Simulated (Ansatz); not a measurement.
## AgB: relaxing a made-up structure

Starting from a made-up structure for AgB, the aim is the relaxed cell, its shortest contacts and, where a second run follows, its electronic structure.

Main program and level: Ansatz 0.2.0; DFT, PBE, plane-wave PAW, files of the set soft_1, scalar-relativistic, no spin, cell and ions relaxed at zero pressure; PAW set soft_1, in the first sound run; inputs show where later runs differ.

## (1) The starting structure

Symmetry: Pnma, No. 62, orthorhombic system. The conventional cell has a = 6.408 Å, b = 3.065 Å, c = 4.504 Å, α = 90.00°, β = 90.00°, γ = 90.00°. Ag has 7 B at 2.25 to 2.71 Å nearest. Nearest to B lie 2 B at 1.65 Å and 7 Ag at 2.25 to 2.71 Å. Farther neighbours are not listed.

## (2) Relaxing cell and atoms

The guessed cell has no reason to be at equilibrium. It is relaxed with the atoms, within the space group of the guess.

File input.yaml:

```yaml
crystal:
  lattice:
    - [6.408, 0.0, 0.0]
    - [0.0, 3.065, 0.0]
    - [0.0, 0.0, 4.504]
  atoms:
    - { symbol: Ag, position: [0.8213, 0.75, 0.8815] }
    - { symbol: Ag, position: [0.3213, 0.75, 0.6185] }
    - { symbol: Ag, position: [0.1787, 0.25, 0.1185] }
    - { symbol: Ag, position: [0.6787, 0.25, 0.3815] }
    - { symbol: B, position: [0.4829, 0.75, 0.0624] }
    - { symbol: B, position: [0.9829, 0.75, 0.4376] }
    - { symbol: B, position: [0.5171, 0.25, 0.9376] }
    - { symbol: B, position: [0.0171, 0.25, 0.5624] }
kpoints:
  mp_grid: { grid: [4, 9, 6] }
scf:
  occupations: { method: fermi_dirac, width: 0.05 }
hamiltonian:
  xc: pbe
  pseudopotentials: { kind: paw, azcp: { folder: soft_1 } }
relax:
  f_tol: 0.015
  max_steps: 70
  cell: {}
output:
  forces: true
  stress: true
```

On the command line:

```bash
> ansatz run input.yaml --threads 4 --pin off --max-ram 10240MiB --backend cpu --events-out ev --progress --plain --runs-dir out
```

Numbers of over 12 decimals in the logs are rounded to 6 here.

Output:

```text
Engine: ansatz 0.2.0, x86_64-unknown-linux-gnu
Pseudopotentials: kind: paw
Pseudopotential: Ag, paw, valence charge 19, recommended cutoff 420 eV (normal), soft_1/Ag.paw.azcp
Pseudopotential: B, paw, valence charge 3, recommended cutoff 420 eV (normal), soft_1/B.paw.azcp
Functional definition: PBE
  parameter kappa = 0.804
  parameter beta = 0.066725
  exchange = pbe_x(kappa = kappa, mu = beta*pi^2/3)
  correlation = pbe_c(beta = beta)
Crystal: 8 atoms, lattice volume = 88.461 Å³
Basis set: ecut = 420 eV, 1717 PW (Γ), exchange–correlation on 90×48×64 points (8 copies of the dense FFT grid, shifted against one another)
Bands: 53, of which v1, the nominal top of the filled ones, is band 44 counted from 1 (43 counted from 0)
Symmetry: 8 space group operations
Space group: Pnma (ITA 62), of the structure as read, at distance tolerance 4.5e-5 Å
k-points: 60 of 216
Non-local potential: Ag, projectors of the file, l = 0: 3, l = 1: 2, l = 2: 2, l = 3: 1
Non-local potential: B, projectors of the file, l = 0: 2, l = 1: 2, l = 2: 1
PAW form: soft (Blöchl's): semilocal exchange-correlation on the pseudo side does not see the compensation charge
PAW one-centre angular grid: Ag, 590 points (default); XC on 64 Gauss nodes
PAW one-centre angular grid: B, 110 points (default); XC on 64 Gauss nodes
Initial density: superposition of atomic densities (chi_scale 0.1, normalization cell, long waves kept (reshape's long-wave potential 0.00 eV rms))
Initial wavefunctions: pseudopotential atomic-orbital guess
Functional: x = pbe(κ = 0.804, μ = 0.219515), c = pbe(β = 0.066725)
SCF iter   1: F=—  HF=-30990.015346 eV  |F-HF|=—  |Δ(HF+E_count)|=         —  Δρ=1.48e-1  dr2=3.38e1  ethr=3.10e-3  ⟨swp⟩=5.9  Hψ=10341  notcnv=0  defer=21
preconditioner: auto → Kerker (q_TF=auto, 2.726 Å⁻¹)  [metal: Δε(μ)=0.036 eV  Ē_g=8.874 eV  σ=0.050 eV  W_gap=0.18  n_scr=32 (ndim 8)  ℏωp=29.5 eV  f_vac=0.000  D(μ)=1.16/eV (n_scr^D=4)]
SCF iter   2: F=—  HF=-30984.853526 eV  |F-HF|=—  |Δ(HF+E_count)|=    5.16e0  Δρ=8.07e-2  dr2=1.20e1  ethr=3.10e-3  ⟨swp⟩=2.5  Hψ=5489  notcnv=0  defer=122
SCF iter   3: F=—  HF=-30981.596017 eV  |F-HF|=—  |Δ(HF+E_count)|=    3.26e0  Δρ=2.05e-2  dr2=8.88e-1  ethr=3.10e-3  ⟨swp⟩=3.0  Hψ=5999  notcnv=0  defer=123
SCF iter   4: F=—  HF=-30981.337522 eV  |F-HF|=—  |Δ(HF+E_count)|=   2.58e-1  Δρ=4.70e-3  dr2=2.38e-2  ethr=1.01e-3  ⟨swp⟩=2.6  Hψ=4496  notcnv=0  defer=126
SCF iter   5: F=—  HF=-30981.331487 eV  |F-HF|=—  |Δ(HF+E_count)|=   6.04e-3  Δρ=1.04e-3  dr2=8.61e-4  ethr=2.71e-5  ⟨swp⟩=2.1  Hψ=4971  notcnv=0  defer=126
SCF iter   6: F=—  HF=-30981.331390 eV  |F-HF|=—  |Δ(HF+E_count)|=   9.67e-5  Δρ=2.13e-4  dr2=4.87e-5  ethr=9.79e-7  ⟨swp⟩=2.3  Hψ=4487  notcnv=0  defer=126
SCF iter   7: F=—  HF=-30981.331376 eV  |F-HF|=—  |Δ(HF+E_count)|=   1.38e-5  Δρ=3.98e-5  dr2=1.14e-6  ethr=5.53e-8  ⟨swp⟩=2.0  Hψ=4682  notcnv=0  defer=126
SCF iter   8: F=-30981.331376 eV  HF=-30981.331376 eV  |F-HF|=3.11e-8  |Δ(HF+E_count)|=   3.01e-7  Δρ=8.75e-6  dr2=8.31e-8  ethr=1.14e-10  ⟨swp⟩=4.0  Hψ=10385  notcnv=0
SCF 1 converged in 8 iterations: F = -30981.331376 eV  dr2 = 8.31e-8
  greatest PAW one-centre occupation: 1.001 electrons in one spin orbital (limit 2), on the Ag atom at site 3 (counted from 0), in its partial waves of l = 0
relax step   1: F+E_penalty+E_count = -30981.33137631 eV  Δ(F+E_penalty+E_count) = +0.000e0 eV  max|allowed force component| = 4.122e-1 eV/Å  Δτ_max = 0.0000 Å  P = +21.569 GPa  Ω = 88.461 Å³  (8 SCF iters, dr2 threshold 1.00e-7 eV, accepted)
Crystal: 8 atoms, lattice volume = 98.706 Å³
Basis set: ecut = 420 eV, 1935 PW (Γ), exchange–correlation on 90×48×64 points (8 copies of the dense FFT grid, shifted against one another)
Initial density: handed on by an earlier stage of this run
Initial wavefunctions: those handed on with the density
iter 1 solved again at ethr=1.14e-3 eV; its pass at ethr=3.10e-3 eV (dr2=1.00e0 eV) is discarded
SCF iter   1: F=—  HF=-30982.536863 eV  |F-HF|=—  |Δ(HF+E_count)|=         —  Δρ=2.26e-2  dr2=1.02e0  ethr=1.14e-3  ⟨swp⟩=1.6  Hψ=13234  notcnv=0
preconditioner: auto → Kerker (q_TF=auto, 2.677 Å⁻¹)  [metal: Δε(μ)=0.045 eV  Ē_g=9.619 eV  σ=0.050 eV  W_gap=0.21  n_scr=34 (ndim 8)  ℏωp=28.0 eV  f_vac=0.000  D(μ)=0.81/eV (n_scr^D=2)]
SCF iter   2: F=—  HF=-30982.313220 eV  |F-HF|=—  |Δ(HF+E_count)|=   2.24e-1  Δρ=9.79e-3  dr2=2.26e-1  ethr=1.14e-3  ⟨swp⟩=2.8  Hψ=4906  notcnv=0
SCF iter   3: F=—  HF=-30982.249275 eV  |F-HF|=—  |Δ(HF+E_count)|=   6.39e-2  Δρ=3.13e-3  dr2=2.27e-2  ethr=2.57e-4  ⟨swp⟩=2.0  Hψ=4172  notcnv=0  defer=128
SCF iter   4: F=—  HF=-30982.243429 eV  |F-HF|=—  |Δ(HF+E_count)|=   5.85e-3  Δρ=9.40e-4  dr2=7.85e-4  ethr=2.58e-5  ⟨swp⟩=2.0  Hψ=5076  notcnv=0  defer=128
SCF iter   5: F=—  HF=-30982.243246 eV  |F-HF|=—  |Δ(HF+E_count)|=   1.84e-4  Δρ=2.30e-4  dr2=7.01e-5  ethr=8.92e-7  ⟨swp⟩=2.1  Hψ=4518  notcnv=0  defer=128
SCF iter   6: F=—  HF=-30982.243237 eV  |F-HF|=—  |Δ(HF+E_count)|=   8.25e-6  Δρ=5.09e-5  dr2=3.38e-6  ethr=7.97e-8  ⟨swp⟩=2.1  Hψ=4595  notcnv=0  defer=128
SCF iter   7: F=-30982.243237 eV  HF=-30982.243237 eV  |F-HF|=8.70e-9  |Δ(HF+E_count)|=   3.24e-7  Δρ=8.04e-6  dr2=6.23e-8  ethr=9.09e-10  ⟨swp⟩=4.0  Hψ=10112  notcnv=0
SCF 2 converged in 7 iterations: F = -30982.243237 eV  dr2 = 6.23e-8
relax step   2: F+E_penalty+E_count = -30982.24323696 eV  Δ(F+E_penalty+E_count) = -9.119e-1 eV  max|allowed force component| = 5.472e-1 eV/Å  Δτ_max = 0.0429 Å  P = +3.723 GPa  Ω = 98.706 Å³  energy of the carried Pulay correction = -9.509e-3 eV  (7 SCF iters, dr2 threshold 8.00e-7 eV, accepted)
Crystal: 8 atoms, lattice volume = 102.851 Å³
Basis set: ecut = 420 eV, 2029 PW (Γ), exchange–correlation on 90×48×64 points (8 copies of the dense FFT grid, shifted against one another)
iter 1 solved again at ethr=1.26e-4 eV; its pass at ethr=3.10e-3 eV (dr2=1.11e-1 eV) is discarded
SCF iter   1: F=—  HF=-30982.430947 eV  |F-HF|=—  |Δ(HF+E_count)|=         —  Δρ=7.97e-3  dr2=1.12e-1  ethr=1.26e-4  ⟨swp⟩=1.5  Hψ=13119  notcnv=0
preconditioner: auto → Kerker (q_TF=auto, 2.658 Å⁻¹)  [metal: Δε(μ)=0.087 eV  Ē_g=9.180 eV  σ=0.050 eV  W_gap=0.40  n_scr=34 (ndim 8)  ℏωp=27.4 eV  f_vac=0.000  D(μ)=0.86/eV (n_scr^D=2)]
SCF iter   2: F=—  HF=-30982.406953 eV  |F-HF|=—  |Δ(HF+E_count)|=   2.40e-2  Δρ=3.24e-3  dr2=2.08e-2  ethr=1.26e-4  ⟨swp⟩=2.9  Hψ=5138  notcnv=0
SCF iter   3: F=—  HF=-30982.401605 eV  |F-HF|=—  |Δ(HF+E_count)|=   5.35e-3  Δρ=1.18e-3  dr2=2.66e-3  ethr=2.36e-5  ⟨swp⟩=1.9  Hψ=3483  notcnv=0
[...]
relax step  13: F+E_penalty+E_count = -30982.89549362 eV  Δ(F+E_penalty+E_count) = -3.440e-4 eV  max|allowed force component| = 1.256e-3 eV/Å  Δτ_max = 0.0114 Å  P = -0.010 GPa  Ω = 113.638 Å³  energy of the carried Pulay correction = -2.166e-2 eV  (5 SCF iters, dr2 threshold 3.56e-7 eV, accepted)
relax step  14: F+E_penalty+E_count = -30983.00669577 eV  Δ(F+E_penalty+E_count) = -1.112e-1 eV  max|allowed force component| = 6.902e-3 eV/Å  Δτ_max = 0.0000 Å  P = +1.308 GPa  Ω = 113.638 Å³  stress off target by 3.13e0 GPa  SCF on the basis re-selected at this cell (its energy is not comparable with the rows above)  (8 SCF iters)
relax step  15: F+E_penalty+E_count = -30983.04225806 eV  Δ(F+E_penalty+E_count) = -3.556e-2 eV  max|allowed force component| = 9.988e-3 eV/Å  Δτ_max = 0.0047 Å  P = +0.490 GPa  Ω = 115.094 Å³  energy of the carried Pulay correction = -1.030e-3 eV  (5 SCF iters, dr2 threshold 8.00e-7 eV, accepted)
relax step  16: F+E_penalty+E_count = -30983.08335952 eV  Δ(F+E_penalty+E_count) = -4.110e-2 eV  max|allowed force component| = 1.422e-2 eV/Å  Δτ_max = 0.0069 Å  P = -0.045 GPa  Ω = 116.391 Å³  energy of the carried Pulay correction = -1.901e-3 eV  (5 SCF iters, dr2 threshold 8.00e-7 eV, accepted)
relax step  17: F+E_penalty+E_count = -30983.09645744 eV  Δ(F+E_penalty+E_count) = -1.310e-2 eV  max|allowed force component| = 1.893e-2 eV/Å  Δτ_max = 0.0080 Å  P = -1.000 GPa  Ω = 116.953 Å³  energy of the carried Pulay correction = -2.160e-3 eV  (6 SCF iters, dr2 threshold 8.00e-7 eV, accepted)
relax step  18: F+E_penalty+E_count = -30983.10696431 eV  Δ(F+E_penalty+E_count) = -1.051e-2 eV  max|allowed force component| = 1.097e-2 eV/Å  Δτ_max = 0.0017 Å  P = -0.010 GPa  Ω = 116.259 Å³  energy of the carried Pulay correction = -1.589e-3 eV  (6 SCF iters, dr2 threshold 8.00e-7 eV, accepted)
relax step  19: F+E_penalty+E_count = -30983.10720371 eV  Δ(F+E_penalty+E_count) = -2.394e-4 eV  max|allowed force component| = 2.938e-3 eV/Å  Δτ_max = 0.0013 Å  P = +0.010 GPa  Ω = 116.139 Å³  energy of the carried Pulay correction = -1.500e-3 eV  (5 SCF iters, dr2 threshold 4.85e-8 eV, accepted)
relax step  20: F+E_penalty+E_count = -30983.11479760 eV  Δ(F+E_penalty+E_count) = -7.594e-3 eV  max|allowed force component| = 1.981e-3 eV/Å  Δτ_max = 0.0000 Å  P = +0.056 GPa  Ω = 116.139 Å³  stress off target by 2.16e-1 GPa  SCF on the basis re-selected at this cell (its energy is not comparable with the rows above)  (6 SCF iters)
relax step  21: F+E_penalty+E_count = -30983.11539224 eV  Δ(F+E_penalty+E_count) = -5.946e-4 eV  max|allowed force component| = 5.303e-4 eV/Å  Δτ_max = 0.0006 Å  P = +0.028 GPa  Ω = 116.214 Å³  energy of the carried Pulay correction = -6.328e-5 eV  (4 SCF iters, dr2 threshold 1.17e-7 eV, accepted)
relax step  22: F+E_penalty+E_count = -30983.11537807 eV  Δ(F+E_penalty+E_count) = +1.417e-5 eV  max|allowed force component| = 5.282e-4 eV/Å  Δτ_max = 0.0003 Å  P = -0.007 GPa  Ω = 116.283 Å³  energy of the carried Pulay correction = -1.151e-4 eV  (5 SCF iters, dr2 threshold 1.24e-8 eV, accepted)
Basis set: ecut = 420 eV, 2279 PW (Γ), exchange–correlation on 90×48×90 points (8 copies of the dense FFT grid, shifted against one another)
iter 1 solved again at ethr=4.79e-8 eV; its pass at ethr=3.10e-3 eV (dr2=4.21e-5 eV) is discarded
SCF iter   1: F=—  HF=-30983.115529 eV  |F-HF|=—  |Δ(HF+E_count)|=         —  Δρ=4.61e-5  dr2=9.51e-8  ethr=4.79e-8  ⟨swp⟩=3.9  Hψ=18937  notcnv=0
preconditioner: auto → Resta (q_TF=auto, 2.604 Å⁻¹)  ε∞=9.1  [insulator: Δε(μ)=0.177 eV  Ē_g=9.077 eV  σ=0.050 eV  W_gap=0.64  n_scr=38 (ndim 8)  ℏωp=25.8 eV  f_vac=0.053  D(μ)=0.53/eV (n_scr^D=0)  ε∞_Penn≈9.1]
SCF iter   2: F=—  HF=-30983.115539 eV  |F-HF|=—  |Δ(HF+E_count)|=   9.89e-6  Δρ=2.36e-5  dr2=2.66e-8  ethr=1.08e-10  ⟨swp⟩=2.0  Hψ=4850  notcnv=0
SCF iter   3: F=—  HF=-30983.115546 eV  |F-HF|=—  |Δ(HF+E_count)|=   6.84e-6  Δρ=1.31e-6  dr2=1.38e-9  ethr=3.03e-11  ⟨swp⟩=2.0  Hψ=4856  notcnv=0
SCF iter   4: F=—  HF=-30983.115546 eV  |F-HF|=—  |Δ(HF+E_count)|=  2.33e-10  Δρ=4.12e-7  dr2=1.01e-10  ethr=1.57e-12  ⟨swp⟩=2.8  Hψ=5544  notcnv=0
SCF iter   5: F=-30983.115546 eV  HF=-30983.115546 eV  |F-HF|=2.55e-11  |Δ(HF+E_count)|=  8.59e-10  Δρ=8.65e-8  dr2=8.56e-12  ethr=1.00e-12  ⟨swp⟩=4.0  Hψ=10094  notcnv=0
SCF 23 converged in 5 iterations: F = -30983.115546 eV  dr2 = 8.56e-12
relax step  23: F+E_penalty+E_count = -30983.11554602 eV  Δ(F+E_penalty+E_count) = -1.679e-4 eV  max|allowed force component| = 5.295e-4 eV/Å  Δτ_max = 0.0000 Å  P = -0.008 GPa  Ω = 116.283 Å³  stress off target by 1.55e-2 GPa  SCF on the basis re-selected at this cell (its energy is not comparable with the rows above)  (5 SCF iters)
basis re-selected at this cell: Δ(F+E_penalty+E_count) = -1.679e-4 eV, ΔP = -0.002 GPa vs the last step (what re-selecting the basis moved, of the pressure what is left beyond the Pulay correction that the steps carried, after the strain that the cell walked since its last selection, with what the two solves' SCF thresholds leave and, on support functions, any second-order correction that the steps lacked; it is no measure of the basis error at this ecutwfc). The dense FFT grid was sized anew with the basis: this SCF ran on 45×24×45 points, the steps before it on 45×24×40, so part of this shift can come from that change (see relax.cell in the input reference). [rest of the remark cut]
SCF converged after 5 iterations
Free energy (F): -30983.115546 eV
Harris-Foulkes:  -30983.115546 eV  (|F-HF|=2.55e-11)
Internal energy: -30983.111024 eV  (E = F + TS)
E sigma→0 (E₀):  -30983.113285 eV
Entropy (-TS):   -0.004522 eV (-0.565 meV/atom)
Fermi energy:    12.162898 eV
--- Per-component energies (eV) ---
  E_band       = -1291.865465
  E_kinetic    = 2057.678515
  E_local      = -10942.905587  (includes V_loc(G=0)·N_el)
  E_nonlocal   = 160.756885
  E_hartree    = 5196.360719
  E_xc         = -762.898359
  E_vxc        = -953.504793  (∫ρ·V_xc dr)
  E_paw        = -16132.417069  (= ΣΔE_a)
  E_vpaw       = -2006.613576  (= ΣTr[D̂ρ^β])
  E_aug_tail   = 0.001484  (compensation charges beyond the density's cutoff)
  E_ewald      = -10559.687613
  E_smearing   = -0.004522  (= −TS)
  E_closure    = -0.000000  (closes the sum)
  Σ components = -30983.115546   (vs F -30983.115546, Δ=0.00e0)
--- Forces (eV/Å), atoms counted from 1 ---
  atom   1  Ag     0.00004778     0.00000000     0.00001675
  atom   2  Ag     0.00004778     0.00000000    -0.00001675
  atom   3  Ag    -0.00004778     0.00000000    -0.00001675
  atom   4  Ag    -0.00004778     0.00000000     0.00001675
  atom   5  B      0.00011245     0.00000000    -0.00052953
  atom   6  B      0.00011245     0.00000000     0.00052953
  atom   7  B     -0.00011245     0.00000000     0.00052953
  atom   8  B     -0.00011245     0.00000000    -0.00052953
  max |Σ_I F_I| component: 0.00e0 eV/Å
--- Stress (GPa, compression-positive) ---
       -0.015549       0.000000       0.000000
        0.000000      -0.001379       0.000000
        0.000000       0.000000      -0.007223
  P = ⅓ Tr σ = -0.0081 GPa (-0.081 kbar)
--- Relaxed structure (20 steps of the walk, 20 accepted, 3 SCFs on fresh bases) ---
  F+E_penalty+E_count = -30983.11554602 eV   max|allowed force component| = 5.295e-4 eV/Å   (the final SCF, on the basis selected at the relaxed cell)
  cell:  # Å, volume = 116.2830 Å³
    - [6.223342, 0.0, 0.0]
    - [0.0, 3.110217, 0.0]
    - [0.0, 0.0, 6.007611]
  atoms:
    - { symbol: Ag, position: [0.749995, 0.750000, 0.749996] }
    - { symbol: Ag, position: [0.249995, 0.750000, 0.750004] }
    - { symbol: Ag, position: [0.250005, 0.25, 0.250004] }
    - { symbol: Ag, position: [0.750005, 0.25, 0.249996] }
    - { symbol: B, position: [0.499998, 0.750000, 0.033749] }
    - { symbol: B, position: [0.999998, 0.750000, 0.466251] }
    - { symbol: B, position: [0.500002, 0.25, 0.966251] }
    - { symbol: B, position: [2.125291814617461e-6, 0.25, 0.533749] }
```

Run time: 54 s. Hardware: 4 threads of Intel Xeon Platinum 8375C at 2.90GHz (Ice Lake), shared host; peak memory 0.81 GiB.

The steps of the relaxation (22 of 23):

| step | energy less that of the first step (eV) | largest force component (eV/Å) | pressure (GPa) | volume (Å³) |
| --- | --- | --- | --- | --- |
| 1 | 0.0000 | 0.4122 | 21.57 | 88.46 |
| 2 | -0.9119 | 0.5472 | 3.72 | 98.71 |
| 3 | -1.0696 | 0.4769 | -0.25 | 102.85 |
| 4 | -1.1123 | 0.1192 | 3.06 | 103.97 |
| 5 | -1.1538 | 0.1270 | 0.41 | 105.58 |
| 6 | -1.1634 | 0.0138 | 0.05 | 105.86 |
| 7 | -1.1643 | 0.0151 | 0.06 | 105.97 |
| 8 | -1.1651 | 0.0176 | -0.03 | 106.19 |
| 9 | -1.2098 | 0.1911 | -0.74 | 110.02 |
| 10 | -1.3442 | 0.3837 | -0.34 | 112.81 |
| 11 | -1.4787 | 0.3549 | -0.83 | 114.91 |
| 13 | -1.5641 | 0.0013 | -0.01 | 113.64 |
| 14* | -1.6753 | 0.0069 | 1.31 | 113.64 |
| 15 | -1.7109 | 0.0100 | 0.49 | 115.09 |
| 16 | -1.7520 | 0.0142 | -0.05 | 116.39 |
| 17 | -1.7651 | 0.0189 | -1.00 | 116.95 |
| 18 | -1.7756 | 0.0110 | -0.01 | 116.26 |
| 19 | -1.7758 | 0.0029 | 0.01 | 116.14 |
| 20* | -1.7834 | 0.0020 | 0.06 | 116.14 |
| 21 | -1.7840 | 0.0005 | 0.03 | 116.21 |
| 22 | -1.7840 | 0.0005 | -0.01 | 116.28 |
| 23* | -1.7842 | 0.0005 | -0.01 | 116.28 |

Relaxation steps marked * repeat the geometry before them on a plane-wave basis chosen anew for their cell, so energy and pressure can jump there. Other such steps can lie between the rows shown.

The run keeps the 8 symmetry operations that it works with, so distortions that break them were not tested.

| cell as run | before | after | change |
| --- | --- | --- | --- |
| a (Å) | 6.408 | 6.223 | -2.9 % |
| b (Å) | 3.065 | 3.110 | +1.5 % |
| c (Å) | 4.504 | 6.008 | +33.4 % |
| volume (Å³/atom) | 11.06 | 14.54 | +31.5 % |

The atoms that moved most (Å, as changes of fractional coordinates times the final cell):

| atom | dx | dy | dz | length |
| --- | --- | --- | --- | --- |
| Ag4 | 0.444 | 0.000 | -0.790 | 0.906 |
| Ag3 | 0.444 | 0.000 | 0.790 | 0.906 |
| Ag1 | -0.444 | 0.000 | -0.790 | 0.906 |
| Ag2 | -0.444 | 0.000 | 0.790 | 0.906 |
| B7 | -0.106 | 0.000 | 0.172 | 0.202 |
| B6 | 0.106 | 0.000 | 0.172 | 0.202 |
| B5 | 0.106 | 0.000 | -0.172 | 0.202 |
| B8 | -0.106 | 0.000 | -0.172 | 0.202 |

This step gave:

| Item | Value |
| --- | --- |
| free energy | -30983.1155 eV |
| energy at zero smearing | -30983.1133 eV |
| smearing term TS | 0.004522 eV |
| Fermi energy | 12.16 eV |
| electrons | 88 |
| symmetry operations | 8 |
| pressure | -0.008050 GPa |

Shortest distances by pair of elements, guess and relaxed (not always the same contact):

| pair | guess (Å) | relaxed (Å) |
| --- | --- | --- |
| B–B | 1.647 | 1.607 |
| Ag–B | 2.252 | 2.308 |
| Ag–Ag | 2.873 | 3.110 |

The relaxation ends with a largest force component of 5.3e-4 eV/Å and a pressure of -0.01 GPa.

(Continued in part 2 of 2.)

[Logs are printed without paths, hosts, clocks, repeated set-up lines and the standing remarks that a program may print on its own settings, such as how far it seeks lower states.]

[Hosts, paths, dates, database ids (printed as entryN), source tags and the programs' standing remarks are cut or masked in the printed files.]
